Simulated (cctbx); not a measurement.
# From intensities to atoms

Cell a = 4.0800 Å, b = 4.0800 Å, c = 14.2710 Å, α = 90.00°, β = 90.00°, γ = 90.00°; space group I4/mmm (no. 139); content Rb2 Sc4 P4.

The data are simulated with cctbx, not measured: Cu Kα, λ = 1.54184 Å, to d = 0.83 Å, 95 % of the full sphere, strongest reflection 40000 counts, noise from counting, a 6 % proportional error and a noise floor of 2 counts (s.d.); no absorption.

Charge flipping in P1 on plain amplitudes to 0.83 Å, δ = 1.1 σ, 20 % of the reflections treated as weak, 300 cycles:

```text
cycle      R  skewness
    0  0.518     0.67
   25  0.173     5.29
   50  0.169     5.24
   75  0.173     5.17
  100  0.179     5.29
  125  0.173     5.24
  150  0.182     5.36
  175  0.179     5.29
  200  0.172     5.34
  225  0.169     5.28
  250  0.182     5.40
  275  0.182     5.23
origin shift          correlation  skewness
 0.299  0.762  0.222      0.939      4.13
 0.297  0.759  0.030      0.950      6.67
 0.276  0.778  0.354      0.888      3.09
 0.276  0.778  0.354      0.888      3.09
taken: symmetry correlation 0.950, skewness 6.67
peak      x       y       z  mult  height/sigma
Q1    0.0000  0.0000  0.0000    2     18.1
Q2    0.0000  0.5000  0.2500    4     10.4
Q3    0.0000  0.0000  0.3421    4      5.2
Q4    0.0000  0.5000  0.0955    8      2.4
Q5    0.0000  0.0000  0.4306    4      1.5
Q6    0.0000  0.0000  0.0983    4      1.1
Q7    0.0000  0.2372  0.1328   16      1.1
Q8    0.0000  0.0000  0.2344    4      1.0
```

The origin is taken among those within 0.04 of the best correlation, by the skewness of the map.

It took 0.32 s on 1 thread of Arm Neoverse V2 (shared host), peak memory 0.07 GiB.

**Question.** Which peaks are atoms, and which elements?

Heights go roughly as Z and multiplicities must add up to the content. First model: Q1 = Rb1 (2 in the cell, height 18.1), Q2 = Sc1 (4 in the cell, height 10.4) and Q3 = P1 (4 in the cell, height 5.2). Against the true structure, Q1 is Rb, Q2 is Sc and Q3 is P; the other peaks are not atoms.

Least squares on F², isotropic:

```text
Rint 0.043, 88 unique reflections to 0.83 A
cycle     R1     wR2    GooF  max shift (A)
   1  0.0426  0.1945   8.315   0.01930
   2  0.0179  0.0665   2.844   0.00005
final R1 0.0179 wR2 0.0665 GooF 2.844  parameters 4  data/parameter 22.0
atom        x        y        z      Ueq    occ   su(xyz)  su(Uiso or U11)
Rb1    0.00000  0.00000  0.00000   0.0181  1.000  0.00000  0.0005
Sc1    0.00000  0.50000  0.25000   0.0219  1.000  0.00000  0.0006
P1     0.00000  0.00000  0.34346   0.0250  1.000  0.00014  0.0006
difference map: max 0.60 min -0.91 rms 0.09
Q1    0.0000  0.1351  0.0000    8    0.62  0.55 A from Rb1
Q2    0.0000  0.5000  0.2151    8    0.38  0.50 A from Sc1
Q3    0.0000  0.0000  0.3027    4    0.26  0.58 A from P1
Q4    0.0000  0.0000  0.3735    4    0.20  0.43 A from P1
Q5    0.0000  0.1648  0.5000    8    0.19  2.33 A from P1
```

Anisotropic refinement:

```text
Rint 0.043, 88 unique reflections to 0.83 A
cycle     R1     wR2    GooF  max shift (A)
   1  0.0179  0.0665   2.897   0.00022
   2  0.0098  0.0198   0.863   0.00000
final R1 0.0098 wR2 0.0198 GooF 0.863  parameters 7  data/parameter 12.6
atom        x        y        z      Ueq    occ   su(xyz)  su(Uiso or U11)
Rb1    0.00000  0.00000  0.00000   0.0182  1.000  0.00000  0.0002
Sc1    0.00000  0.50000  0.25000   0.0219  1.000  0.00000  0.0002
P1     0.00000  0.00000  0.34344   0.0248  1.000  0.00004  0.0002
difference map: max 0.17 min -0.26 rms 0.06
Q1    0.0000  0.2433  0.4214   16    0.17  1.49 A from P1
Q2    0.0000  0.2458  0.1821   16    0.16  1.42 A from Sc1
Q3    0.0000  0.3343  0.2620   16    0.15  0.70 A from Sc1
Q4    0.0000  0.1751  0.5000    8    0.13  2.35 A from P1
Q5    0.0000  0.1913  0.0000    8    0.13  0.78 A from Rb1
Q6    0.0000  0.0000  0.2897    4    0.12  0.77 A from P1
```

**Reading.** The refinement ends at R1 = 0.0098, wR2 = 0.0198, GooF = 0.86, with difference density between -0.26 and 0.17 e/Å³. Every site matches the true model in element, within 0.001 Å r.m.s., up to an allowed shift of origin.

True model:

| atom | mult. | x | y | z | Ueq (Å²) |
| --- | --- | --- | --- | --- | --- |
| Rb1 | 2 | 0 | 0 | 0 | 0.0183 |
| Sc1 | 4 | 1/2 | 0 | 1/4 | 0.0223 |
| P1 | 4 | 1/2 | 1/2 | 0.1566 | 0.0250 |

The model was made for the exercise: a known structure type with other elements put in, its volume estimated, not relaxed; displacement parameters are assumed.

[Middle refinement cycles are left out of these outputs.]

[Logs are printed without paths, hosts, clocks, repeated set-up lines and the standing remarks that a program may print on its own settings, such as how far it seeks lower states.]
